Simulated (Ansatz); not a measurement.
# Si on Al(100): change of the work function, part 4 of 6

Wanted: Δφ(θ) for Si/Al(100), starting from the hollow site.

Ansatz 0.2.0; plane-wave DFT, LDA, Ansatz PAW.

So far, work function, upper face (eV): step 2 (the clean slab) 4.49; step 3 (65 atoms, coverage 0.0625 ML, cell 4x4) 4.61; step 4 (37 atoms, coverage 0.111 ML, cell 3x3) 4.72; step 5 (17 atoms, coverage 0.25 ML, cell 2x2) 4.93.

### 6. The covered slab, k-mesh 5×5×1, coverage 0.5 ML

System of this step: Si/Al(100). The cell holds 18 atoms: 16 Al and 2 Si. Its edges and angles: a = 5.728 Å, b = 5.728 Å, c = 25.471 Å, α = 90.0°, β = 90.0°, γ = 90.0°. Vacuum lies along c.

Another coverage, to see how the dipoles act on each other as their distance changes.

input.yaml reads:

```yaml
crystal:
  lattice:
    - [5.7275649276, 0.0, 0.0]
    - [0.0, 5.7275649276, 0.0]
    - [0.0, 0.0, 25.4709988244]
  atoms:
    - { symbol: Al, position: [0.25, 0.25, 0.3533430339] }
    - { symbol: Al, position: [0.0, 0.0, 0.4328452164] }
    - { symbol: Al, position: [0.25, 0.25, 0.5139455512] }
    - { symbol: Al, position: [0.0, 0.0, 0.5934962226] }
    - { symbol: Al, position: [0.25, 0.75, 0.3533430339] }
    - { symbol: Al, position: [0.0, 0.5, 0.4328452164] }
    - { symbol: Al, position: [0.25, 0.75, 0.5139455512] }
    - { symbol: Al, position: [0.0, 0.5, 0.5934962226] }
    - { symbol: Al, position: [0.75, 0.25, 0.3533430339] }
    - { symbol: Al, position: [0.5, 0.0, 0.4328452164] }
    - { symbol: Al, position: [0.75, 0.25, 0.5139455512] }
    - { symbol: Al, position: [0.5, 0.0, 0.5934962226] }
    - { symbol: Al, position: [0.75, 0.75, 0.3533430339] }
    - { symbol: Al, position: [0.5, 0.5, 0.4328452164] }
    - { symbol: Al, position: [0.75, 0.75, 0.5139455512] }
    - { symbol: Al, position: [0.5, 0.5, 0.5934962226] }
    - { symbol: Si, position: [0.25, 0.25, 0.6466569661] }
    - { symbol: Si, position: [0.75, 0.75, 0.6466569661] }
kpoints:
  mp_grid: { grid: [5, 5, 1] }
hamiltonian:
  xc: lda
scf:
  occupations: { method: fermi_dirac, width: 0.1 }
  convergence: { dr2_threshold: 1.0e-08 }
efield:
  axis: 3
  dipole_correction: true
  ramp_position: 0.97
  ramp_width: 0.06
relax:
  f_tol: 0.02
  max_steps: 60
  constraints: [{ sites: [0, 1, 4, 5, 8, 9, 12, 13] }]
output:
  bader: true
  dos: { projected: true, e_range: [-8, 4] }
  write_potential: true
  write_density: true
  volumetric_format: npy
```

Started as:

```bash
$ ansatz run input.yaml --threads 4 --pin off --max-ram 6144MiB --backend cpu --events-out ev --progress --plain --runs-dir out
```

Numbers of over 12 decimals in the logs are rounded to 6 here.

Output:

```text
[...]
Crystal: 18 atoms, lattice volume = 835.576 Å³
Basis set: ecut = 420 eV, 16417 PW (Γ)
Bands: 46, of which v1, the nominal top of the filled ones, is band 28 counted from 1 (27 counted from 0)
Symmetry: 16 space group operations
[...]
k-points: 6 of 25
[...]
2     Al      0.0088     0.0000
     3     Al      0.7628     0.0026
     4     Al     -0.0204     0.0000
     5     Al      0.0102     0.0000
     6     Al     -0.1202     0.0000
     7     Al      0.7628     0.0026
[...]
14     Al      0.0088     0.0000
    15     Al      0.7628     0.0026
    16     Si     -1.4390     0.0052
    17     Si     -1.4390     0.0052
  estimated error of the sums over rays = 5.3e-4 e
[key lines of the parts left out:]
SCF converged after 6 iterations
Free energy (F): -9418.101941 eV
Fermi energy:    -0.327629 eV
Dipole field:    D = -0.025853 V/Å  (p = -0.119381 e·Å, saw-weighted, corrected)
Work function:   Φ+ = 5.2010 eV   Φ− = 4.5425 eV
```

The job ended after 51 s (4 threads of Arm Neoverse V2, shared host; peak memory 1.1 GiB).

Relaxation path:

| step | energy less that of the first step (eV) | largest force component (eV/Å) |
| --- | --- | --- |
| 1 | 0.0000 | 1.0275 |
| 2 | -0.1536 | 0.4850 |
| 3 | -0.1919 | 0.0491 |
| 4 | -0.1933 | 0.0211 |
| 5 | -0.1937 | 0.0011 |

Forces are held to the 16 operations that the run works with; a distortion that breaks them can't arise in this run.

The atoms that moved most (Å):

| atom | dx | dy | dz | length |
| --- | --- | --- | --- | --- |
| Si18 | 0.000 | 0.000 | 0.234 | 0.234 |
| Si17 | 0.000 | 0.000 | 0.234 | 0.234 |
| Al4 | 0.000 | 0.000 | 0.071 | 0.071 |
| Al8 | 0.000 | 0.000 | 0.071 | 0.071 |
| Al16 | 0.000 | 0.000 | 0.071 | 0.071 |
| Al12 | 0.000 | 0.000 | 0.071 | 0.071 |
| Al7 | 0.000 | 0.000 | 0.066 | 0.066 |
| Al11 | 0.000 | 0.000 | 0.066 | 0.066 |

The relaxed structure:

```
Al Si
1.0
     5.72756    0.00000    0.00000
     0.00000    5.72756    0.00000
     0.00000    0.00000   25.47100
Al Si
16 2
Direct
  0.25000 0.25000 0.35334
  0.00000 0.00000 0.43285
  0.25000 0.25000 0.51278
  0.00000 0.00000 0.59627
  0.25000 0.75000 0.35334
  0.00000 0.50000 0.43285
  0.25000 0.75000 0.51653
  0.00000 0.50000 0.59627
  0.75000 0.25000 0.35334
  0.50000 0.00000 0.43285
  0.75000 0.25000 0.51653
  0.50000 0.00000 0.59627
  0.75000 0.75000 0.35334
  0.50000 0.50000 0.43285
  0.75000 0.75000 0.51278
  0.50000 0.50000 0.59627
  0.25000 0.25000 0.65586
  0.75000 0.75000 0.65586
```

The relaxation took 5 steps and lowered the energy by 0.19 eV; the largest force on the free atoms ends at 0.0011 eV/Å.

The covered face has 5.20 eV, +0.71 eV against the clean one; the bare back face has moved by +0.05 eV, a measure of how thin the slab is.

### 7. Adsorbate added, k-mesh 10×10×1, coverage 1 ML

System of this step: Si/Al(100). The cell holds 5 atoms: 4 Al and 1 Si. Cell: a = 2.864 Å, b = 2.864 Å, c = 25.471 Å, α = 90.0°, β = 90.0°, γ = 90.0°. Vacuum lies along c.

Another coverage, to see how the dipoles act on each other as their distance changes.

input.yaml, the sections that differ from step 6:

```yaml
crystal:
  lattice:
    - [2.8637824638, 0.0, 0.0]
    - [0.0, 2.8637824638, 0.0]
    - [0.0, 0.0, 25.4709988244]
  atoms:
    - { symbol: Al, position: [0.5, 0.5, 0.3533430339] }
    - { symbol: Al, position: [0.0, 0.0, 0.4328452164] }
    - { symbol: Al, position: [0.5, 0.5, 0.5139455512] }
    - { symbol: Al, position: [0.0, 0.0, 0.5934962226] }
    - { symbol: Si, position: [0.5, 0.5, 0.6466569661] }
kpoints:
  mp_grid: { grid: [10, 10, 1] }
relax:
  f_tol: 0.02
  max_steps: 60
  constraints: [{ sites: [0, 1] }]
output:
  bader: true
  write_potential: true
  write_density: true
  volumetric_format: npy
# hamiltonian, scf, efield: as in step 6
```

Output:

```text
[...]
Crystal: 5 atoms, lattice volume = 208.894 Å³
Basis set: ecut = 420 eV, 4073 PW (Γ)
Bands: 13, of which v1, the nominal top of the filled ones, is band 8 counted from 1 (7 counted from 0)
Symmetry: 8 space group operations
[...]
k-points: 21 of 100
[...]
- { symbol: Al, position: [0.5, 0.5, 0.513251] }
    - { symbol: Al, position: [0, 0.0, 0.590785] }
    - { symbol: Si, position: [0.5, 0.5, 0.659374] }
--- Bader charges: 5 sites ---
  site symbol  charge [e]  shift [e]
     0     Al      0.0177     0.0000
     1     Al     -0.0395     0.0000
     2     Al      0.0302     0.0000
     3     Al      0.6160     0.0013
     4     Si     -0.6244     0.0013
  estimated error of the sums over rays = 4.1e-4 e
[key lines of the parts left out:]
SCF converged after 7 iterations
Free energy (F): -2658.700834 eV
Fermi energy:    0.255154 eV
Dipole field:    D = -0.018574 V/Å  (p = -0.021442 e·Å, saw-weighted, corrected)
Work function:   Φ+ = 4.9925 eV   Φ− = 4.5194 eV
```

Elapsed: 11 s, on 4 threads; peak memory 0.4 GiB; 40 s of CPU time.

Running mean over 2.025 Å of the planar mean; the ramp of the sawtooth is left out. The electron's electrostatic potential energy less the Fermi level by z:

z (Å), electron's electrostatic potential energy less the Fermi level (eV) and a bar from the least value:
```
      3.0       4.52 #############################
      3.5       4.52 #############################
      4.0       4.52 #############################
      4.5       4.52 #############################
      5.0       4.52 #############################
      5.5       4.50 #############################
      6.0       4.45 #############################
      6.5       4.29 ############################
      7.0       3.72 ###########################
      7.5       2.09 #######################
      8.0      -0.35 #################
      8.5      -2.71 ############
      9.0      -4.08 #########
      9.5      -4.43 ########
     10.0      -4.51 ########
     10.5      -4.55 ########
     11.0      -4.54 ########
     11.5      -4.48 ########
     12.0      -4.44 ########
     12.5      -4.42 ########
     13.0      -4.48 ########
     13.5      -4.61 ########
     14.0      -4.64 #######
     14.5      -4.66 #######
     15.0      -4.82 #######
     15.5      -5.90 ####
     16.0      -7.55 #
     16.5      -7.81 
     17.0      -6.42 ###
     17.5      -3.70 ##########
     18.0       0.50 ###################
     18.5       3.56 ###########################
     19.0       4.61 #############################
     19.5       4.90 ##############################
     20.0       4.97 ##############################
     20.5       4.99 ##############################
     21.0       4.99 ##############################
     21.5       4.99 ##############################
     22.0       4.99 ##############################
```

The relaxation took 4 steps and lowered the energy by 0.41 eV; the largest force on the free atoms ends at 0.0077 eV/Å.

The covered face has 4.99 eV, +0.50 eV against the clean one; the bare back face has moved by +0.03 eV, a measure of how thin the slab is.

### 8. Work function against coverage

This step: plane-wave DFT, LDA, Ansatz PAW; work function against coverage (Ansatz 0.2.0).

The runs are now put side by side.

This step gave:

```
work function of the clean face     : 4.490 eV
largest change of the work function : 0.7112 eV
```

Work function of the covered face against coverage:

| coverage (adsorbates/nm²) | work function of the covered face (eV) |
| --- | --- |
| 0.00 | 4.49 |
| 0.76 | 4.61 |
| 1.35 | 4.72 |
| 3.05 | 4.93 |
| 6.10 | 5.20 |
| 12.19 | 4.99 |

The dipole per adsorbate comes from the change of the cell's dipole. Coverage, by row:

| coverage (1/nm²) | coverage (ML) | work function (eV) | change (eV) | dipole per adsorbate, positive end outwards (debye) | mean height of the added atoms over the highest substrate atom (Å) |
| --- | --- | --- | --- | --- | --- |
| 0.7621 | 0.0625 | 4.608 | 0.1181 | -0.437 | 1.488 |
| 1.355 | 0.1111 | 4.722 | 0.2326 | -0.392 | 1.498 |
| 3.048 | 0.25 | 4.929 | 0.4389 | -0.355 | 1.47 |
| 6.097 | 0.5 | 5.201 | 0.7112 | -0.287 | 1.518 |
| 12.19 | 1 | 4.993 | 0.5027 | -0.103 | 1.747 |

### 9. The slab at 0.25 ML, atoms frozen

This step: plane-wave DFT, LDA, Ansatz PAW (Ansatz 0.2.0).

System of this step: Si/Al(100). The cell holds 17 atoms: 16 Al and 1 Si. Its edges and angles: a = 5.728 Å, b = 5.728 Å, c = 25.471 Å, α = 90.0°, β = 90.0°, γ = 90.0°. Vacuum lies along c.

To see where the charge goes, the covered slab, the bare substrate and the adsorbate layer are each run at the same frozen positions and on the same grid.

input.yaml reads:

```yaml
crystal:
  lattice:
    - [5.7275649276, 0.0, 0.0]
    - [0.0, 5.7275649276, 0.0]
    - [0.0, 0.0, 25.4709988244]
  atoms:
    - { symbol: Al, position: [0.25, 0.25, 0.3533430339] }
    - { symbol: Al, position: [0.0, 0.0, 0.4328452164] }
    - { symbol: Al, position: [0.25, 0.25, 0.5176490862] }
    - { symbol: Al, position: [-0.0066698596, -0.0066698596, 0.5956942025] }
    - { symbol: Al, position: [0.25, 0.75, 0.3533430339] }
    - { symbol: Al, position: [0.0, 0.5, 0.4328452164] }
    - { symbol: Al, position: [0.25, 0.75, 0.516220216] }
    - { symbol: Al, position: [-0.0066698596, 0.5066698596, 0.5956942025] }
    - { symbol: Al, position: [0.75, 0.25, 0.3533430339] }
    - { symbol: Al, position: [0.5, 0.0, 0.4328452164] }
    - { symbol: Al, position: [0.75, 0.25, 0.516220216] }
    - { symbol: Al, position: [0.5066698596, -0.0066698596, 0.5956942025] }
    - { symbol: Al, position: [0.75, 0.75, 0.3533430339] }
    - { symbol: Al, position: [0.5, 0.5, 0.4328452164] }
    - { symbol: Al, position: [0.75, 0.75, 0.5111720569] }
    - { symbol: Al, position: [0.5066698596, 0.5066698596, 0.5956942025] }
    - { symbol: Si, position: [0.25, 0.25, 0.6534045934] }
kpoints:
  mp_grid: { grid: [5, 5, 1] }
hamiltonian:
  xc: lda
scf:
  occupations: { method: fermi_dirac, width: 0.1 }
  convergence: { dr2_threshold: 1.0e-08 }
efield:
  axis: 3
  dipole_correction: true
  ramp_position: 0.97
  ramp_width: 0.06
output:
  write_potential: true
  write_density: true
  volumetric_format: npy
```

Output:

```text
[...]
Crystal: 17 atoms, lattice volume = 835.576 Å³
Basis set: ecut = 420 eV, 16417 PW (Γ)
Bands: 43, of which v1, the nominal top of the filled ones, is band 26 counted from 1 (25 counted from 0)
Symmetry: 8 space group operations
[...]
k-points: 6 of 25
[...]
SCF iter   1: F=—  HF=-8809.739873 eV  |F-HF|=—  |Δ(HF+E_count)|=         —  Δρ=2.50e-3  dr2=5.36e-1  ethr=1.77e-3  p=-0.125 e·Å  D=-2.71e-2 V/Å  ΔV_dip=0.69 eV  dr2_dipole=2.31e-1  V_vac-E_F(+/−)=5.00/4.31 eV  ⟨swp⟩=12.0  Hψ=1671  notcnv=0  defer=1
[...]
SCF iter   8: F=-8809.711518 eV  HF=-8809.711518 eV  |F-HF|=1.11e-9  |Δ(HF+E_count)|=   1.02e-8  Δρ=1.88e-7  dr2=6.54e-10  ethr=1.92e-11  p=-0.074 e·Å  D=-1.60e-2 V/Å  ΔV_dip=0.41 eV  dr2_dipole=4.51e-11  V_vac-E_F(+/−)=4.93/4.52 eV  ⟨swp⟩=14.5  Hψ=922  notcnv=0
SCF 1 converged in 8 iterations: F = -8809.711518 eV  dr2 = 6.54e-10
[...]
SCF converged after 8 iterations
Free energy (F): -8809.711518 eV
[...]
Internal energy: -8809.452653 eV  (E = F + TS)
E sigma→0 (E₀):  -8809.582086 eV
Entropy (-TS):   -0.258864 eV (-15.227 meV/atom)
Fermi energy:    -0.474550 eV
Dipole field:    D = -0.015960 V/Å  (p = -0.073698 e·Å, saw-weighted, corrected)
Work function:   Φ+ = 4.9286 eV   Φ− = 4.5221 eV
[...]
--- Band table (eV; the first three rows and the last of 6) ---
  k-point 0: bands = [... 22 lower, -1.5762, -1.5458, -1.3227, -1.3227, -0.9277, -0.5699, -0.3176, -0.3116, ... 13 higher]
  k-point 1: bands = [... 22 lower, -1.5300, -1.3754, -0.9519, -0.6523, -0.5912, -0.2413, -0.1984, -0.1925, ... 13 higher]
  k-point 2: bands = [... 22 lower, -1.6713, -1.2871, -0.7474, -0.7331, -0.2853, -0.0269, 0.3192, 0.4796, ... 13 higher]
  k-point 5: bands = [... 22 lower, -0.7317, -0.5740, -0.3663, -0.2816, -0.0788, 0.0243, 0.1253, 0.8661, ... 13 higher]
```

The job ended after 6.5 s (4 threads; peak memory 1.1 GiB).

In the SCF lines HF is the Harris–Foulkes energy and dr2 the Hartree energy of the density residual, in eV; the loop may stop once dr2 is under the threshold and the program's other checks hold. Hψ counts applications of the Hamiltonian.

This step gave:

```yaml
energy_at_zero_smearing: -8809.5821 eV
work_function_upper_face: 4.929 eV
work_function_lower_face: 4.522 eV
dipole_along_the_normal: -0.07370 e·Å
step_between_the_vacuum_levels: 0.4065 eV
```

The work function of the upper face is 4.93 eV.

### 10. The substrate of the 0.25 ML cell alone

System of this step: Si/Al(100), substrate alone, atoms held. The cell holds 16 atoms: 16 Al. Cell: a = 5.728 Å, b = 5.728 Å, c = 25.471 Å, α = 90.0°, β = 90.0°, γ = 90.0°. Vacuum lies along c.

The second part, atoms unmoved.

input.yaml, as its differences from that of step 9:

```diff
@@ -22,3 +22,2 @@
     - { symbol: Al, position: [0.5066698596, 0.5066698596, 0.5956942025] }
-    - { symbol: Si, position: [0.25, 0.25, 0.6534045934] }
 kpoints:
```

Output:

```text
[...]
Crystal: 16 atoms, lattice volume = 835.576 Å³
Basis set: ecut = 420 eV, 16417 PW (Γ)
Bands: 40, of which v1, the nominal top of the filled ones, is band 24 counted from 1 (23 counted from 0)
Symmetry: 8 space group operations
[...]
k-points: 6 of 25
[...]
SCF iter   1: F=—  HF=-8201.265313 eV  |F-HF|=—  |Δ(HF+E_count)|=         —  Δρ=1.99e-3  dr2=4.49e-2  ethr=1.77e-3  p=0.001 e·Å  D=1.81e-4 V/Å  ΔV_dip=-0.00 eV  dr2_dipole=4.26e-6  V_vac-E_F(+/−)=4.37/4.37 eV  ⟨swp⟩=9.0  Hψ=1461  notcnv=0  defer=2
[...]
SCF iter   7: F=-8201.256253 eV  HF=-8201.256253 eV  |F-HF|=6.71e-10  |Δ(HF+E_count)|=   3.11e-8  Δρ=2.32e-7  dr2=1.25e-9  ethr=2.08e-11  p=0.002 e·Å  D=5.35e-4 V/Å  ΔV_dip=-0.01 eV  dr2_dipole=1.11e-13  V_vac-E_F(+/−)=4.47/4.48 eV  ⟨swp⟩=14.2  Hψ=867  notcnv=0
SCF 1 converged in 7 iterations: F = -8201.256253 eV  dr2 = 1.25e-9
[...]
SCF converged after 7 iterations
Free energy (F): -8201.256253 eV
[...]
Internal energy: -8200.974977 eV  (E = F + TS)
E sigma→0 (E₀):  -8201.115615 eV
Entropy (-TS):   -0.281277 eV (-17.580 meV/atom)
Fermi energy:    -0.552870 eV
Dipole field:    D = 0.000535 V/Å  (p = 0.002470 e·Å, saw-weighted, corrected)
Work function:   Φ+ = 4.4695 eV   Φ− = 4.4832 eV
[...]
--- Band table (eV; the first three rows and the last of 6) ---
  k-point 0: bands = [... 20 lower, -1.7159, -1.6263, -1.6060, -0.5884, -0.5814, -0.5751, -0.5751, -0.3078, ... 12 higher]
  k-point 1: bands = [... 20 lower, -2.1499, -1.3137, -0.6358, -0.6229, -0.4203, -0.4057, -0.2625, -0.2477, ... 12 higher]
  k-point 2: bands = [... 20 lower, -1.7455, -1.7417, -1.3388, -0.9725, -0.0155, 0.0766, 0.0838, 0.7717, ... 12 higher]
  k-point 5: bands = [... 20 lower, -0.7318, -0.7034, -0.3997, -0.3344, -0.3311, -0.2039, 0.0827, 0.4042, ... 12 higher]
```

Elapsed: 5.3 s, on 4 threads; peak memory 1 GiB.

Numbers from this step:

```
energy at zero smearing   : -8201.1156 eV
work function, upper face : 4.470 eV
dipole along the normal   : 0.002470 e·Å
```

The work function of the upper face is 4.47 eV.

### 11. The adsorbate layer of the 0.25 ML cell alone

System of this step: Si/Al(100), adsorbate layer alone, atoms held. The cell holds 1 atom: 1 Si. Its edges and angles: a = 5.728 Å, b = 5.728 Å, c = 25.471 Å, α = 90.0°, β = 90.0°, γ = 90.0°. Vacuum lies along c.

The third part; a free layer of atoms may carry a moment, so spin is on.

input.yaml, the sections that differ from step 10:

```yaml
crystal:
  lattice:
    - [5.7275649276, 0.0, 0.0]
    - [0.0, 5.7275649276, 0.0]
    - [0.0, 0.0, 25.4709988244]
  atoms:
    - { symbol: Si, position: [0.25, 0.25, 0.6534045934], spin: 1.0 }
magnetization:
  spin_polarized: true
# kpoints, hamiltonian, scf, efield, output: as in step 10
```

Output:

```text
[...]
Crystal: 1 atoms, lattice volume = 835.576 Å³
Basis set: ecut = 420 eV, 16417 PW (Γ)
Bands: 7, of which v1, the nominal top of the filled ones, is band 2 counted from 1 (1 counted from 0)
Symmetry: 8 space group operations
k-points: 6 of 25
[...]
Starting moments: Σ|m| = 1 μB on 1 of 1 site
[...]
SCF iter  11: F=—  HF=-603.604765 eV  |F-HF|=—  |Δ(HF+E_count)|=   7.13e-5  Δρ=7.30e-5 (↑7.30e-5 ↓5.12e-6)  dr2=7.07e-5  dr2_m=9.42e-6  M=2.000 μB ∫|m|=2.000 μB  β_m=1.20  ethr=8.08e-7  p=-0.000 e·Å  D=-3.09e-8 V/Å  ΔV_dip=0.00 eV  dr2_dipole=1.44e-13  V_vac-E_F(+/−)=4.61/4.61 eV  ⟨swp⟩=2.5  Hψ=116  notcnv=0
[...]
spin-set hold released at iteration 11 (site moments contracting): the magnetisation degrees of freedom join the quasi-Newton model from the next iteration; the mixer history was flushed
SCF iter  12: F=—  HF=-603.604767 eV  |F-HF|=—  |Δ(HF+E_count)|=   1.95e-6  Δρ=4.77e-5 (↑4.77e-5 ↓2.71e-5)  dr2=6.91e-5  dr2_m=8.20e-7  M=2.000 μB ∫|m|=2.000 μB  β_m=1.20  ethr=8.08e-7  p=0.000 e·Å  D=4.39e-8 V/Å  ΔV_dip=-0.00 eV  dr2_dipole=1.98e-14  V_vac-E_F(+/−)=4.61/4.61 eV  ⟨swp⟩=1.5  Hψ=90  notcnv=0  κ⁻¹=1.0e0(r=1)
density mixer auto → broyden: no gap read (density of states about μ 1.61 of a free-electron gas's, 12 screened modes)
SCF iter  13: F=—  HF=-603.604746 eV  |F-HF|=—  |Δ(HF+E_count)|=   2.05e-5  Δρ=2.48e-5 (↑4.12e-6 ↓2.48e-5)  dr2=5.64e-6  dr2_m=1.58e-6  M=2.000 μB ∫|m|=2.000 μB  β_m=1.20  ethr=8.08e-7  p=0.000 e·Å  D=8.73e-8 V/Å  ΔV_dip=-0.00 eV  dr2_dipole=1.45e-15  V_vac-E_F(+/−)=4.61/4.61 eV  ⟨swp⟩=1.5  Hψ=90  notcnv=0  κ⁻¹=1.0e-1(r=2)
[...]
SCF iter  20: F=-603.604753 eV  HF=-603.604753 eV  |F-HF|=3.41e-13  |Δ(HF+E_count)|=   1.08e-9  Δρ=6.32e-9 (↑6.32e-9 ↓4.31e-9)  dr2=1.54e-12  dr2_m=7.08e-14  M=2.000 μB ∫|m|=2.000 μB  ethr=1.00e-12  p=0.000 e·Å  D=9.79e-8 V/Å  ΔV_dip=-0.00 eV  dr2_dipole=2.71e-16  V_vac-E_F(+/−)=4.61/4.61 eV  ⟨swp⟩=5.1  Hψ=298  notcnv=0
SCF 1 converged in 20 iterations: F = -603.604753 eV  dr2 = 1.54e-12
[...]
this state was not tested for a lower state beside it, because the mixer in use, unlike msr1, does not test its closes by its own steps (another_mixer; see scf.mixing.algorithm and scf.lower_state_search)
SCF converged after 20 iterations
Magnetization: 1.9999 μB (3.0000 up, 1.0000 down)
Absolute magnetization: 1.9999 μB (∫|ρ↑−ρ↓|, with the PAW one-centre terms)
[...]
Per-site moments (μB) at R_I (Å): [(1.875259, 2.362620532635)]
Free energy (F): -603.604753 eV
[...]
Internal energy: -603.448952 eV  (E = F + TS)
E sigma→0 (E₀):  -603.526853 eV
Entropy (-TS):   -0.155801 eV (-155.801 meV/atom)
Fermi energy:    -4.316028 eV
Dipole field:    D = 0.000000 V/Å  (p = 0.000000 e·Å, saw-weighted, corrected)
Work function:   Φ+ = 4.6128 eV   Φ− = 4.6128 eV
[...]
--- Band table (eV; the first three rows and the last of 12) ---
[...]
```

The job ended after 4.4 s (4 threads; peak memory 0.73 GiB; 15 s of CPU time).

This step gave:

* energy at zero smearing: -603.5269 eV
* total moment: 2.000 μB
* site moments: 1.875 μB
* work function, upper face: 4.613 eV
* dipole along the normal: 4.02e-7 e·Å

Site moment by atom:

| atom | site moment (μB) |
| --- | --- |
| Si1 | 1.88 |

The free layer carries a moment of 2.0 μB a cell.

(Continued in part 5 of 6.)

[Logs are printed without paths, hosts, clocks, repeated set-up lines and the standing remarks that a program may print on its own settings, such as how far it seeks lower states.]

[Hosts, paths, dates, database ids (printed as entryN), source tags and the programs' standing remarks are cut or masked in the printed files.]

[Maps of the electrostatic potential energy from Ansatz leave out the sawtooth potential of an applied field or a dipole correction, so their vacuum need not be flat; planar profiles and work functions include it.]
